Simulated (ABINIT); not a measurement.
**InP (F-43m): G0W0 with ABINIT, start to end**

It takes space group F-43m (No. 216, cubic). Conventional cell: a = 5.861 Å, b = 5.861 Å, c = 5.861 Å, α = 90.00°, β = 90.00°, γ = 90.00°. In has 4 P at 2.54 Å nearest. P has 4 In at 2.54 Å nearest. Farther neighbours, and contacts between anions beyond the nearest, are not listed.

```xyz
2
Lattice="0.0000 2.9305 2.9305 2.9305 0.0000 2.9305 2.9305 2.9305 0.0000" Properties=species:S:1:pos:R:3 pbc="T T T"
In    0.0000    0.0000    0.0000
P     1.4652    1.4652    1.4652
```

* method: RPA screening on PBE with spin-orbit coupling, plane waves, norm-conserving pseudopotentials (and 2 further levels or steps)
* program: ABINIT 10.8.3
* settings: cutoff 31 Ha, PseudoDojo fully relativistic 0.4 standard, norm-conserving, ngkpt (4, 4, 4), nband 66, ecuteps 3.6 Ha, shiftk (0, 0, 0), symchi 1, awtr 1, frequency ppm, 4×4×4 k-mesh
* cost: 5 runs, 2.4 min in all on 4 MPI ranks of Arm Neoverse V2, shared host
* notes: The database entry behind the starting cell differs from other determinations of this structure. The program’s warnings: Neglecting <n,k|[Vnl,iqr]|m,k>. The cell and positions come from the Crystallography Open Database and are kept as given unless a step says otherwise. Limits: mesh may overstate the screening; screening head approximate. The 4×4×4 mesh is coarse for this cell, which bears on the long-range parts of exchange and screening. The norm-conserving file of at least one element keeps a d shell over frozen s and p shells of the same row. Exchange with those shells is missing from the self-energy, an error of 0.3 to 0.9 eV in cases checked, whose sign depends on which edge lies on those atoms. The RPA ε∞ on this mesh reaches over 25; with a narrow direct gap a coarse mesh can overstate it, and the correction is then too small.
* PBE gap: 0.68 eV, direct
* G0W0 gap on the mesh: 1.00 eV
* GW settings: 4×4×4 mesh, 66 bands, screening to 98 eV, Godby-Needs plasmon pole
* known limits: short of the basis limit; exchange with frozen shells missing; mesh may overstate the screening; screening head approximate; coarse k mesh

G0W0 moves the gap on the mesh from 0.68 eV to 1.00 eV (+0.32 eV), with Z of 0.77 and 0.79 at the edges. Local fields lower the RPA ε∞ on this mesh from 44.72 to 42.09; a Γ-centred mesh this coarse tends to raise both, most where the direct gap is narrow, while a short band sum lowers them.

[Long decimals in the printed logs are rounded to 6 places.]

[Logs are printed without paths, hosts, clocks, repeated set-up lines and the standing remarks that a program may print on its own settings, such as how far it seeks lower states.]

[Paths, hosts, dates, memory and timing lines, banners, echoed tables and standing remarks are left out of the program output; an Ansatz launch command may be rebuilt from the run's recorded settings. Measured values are a selection of at most five: reports struck by readers or far from the other reports are left out. None is set beside runs whose start may be inverted or whose files or cutoffs have a known fault.]

[Runs of the session that timed out or met a known fault of the program may be left out.]

[Hosts, paths, dates, database ids (printed as entryN), source tags and the programs' standing remarks are cut or masked in the printed files.]

[G0W0 gaps are taken among the corrected bands and points alone; a level outside them can change the order at an edge.]

[Where Ansatz stands beside ABINIT at settings called matched, ABINIT's density can come from a denser mesh and the files from another edition; pairs whose starting gaps differed by over 0.03 eV were left out, so agreement reads better than it is.]
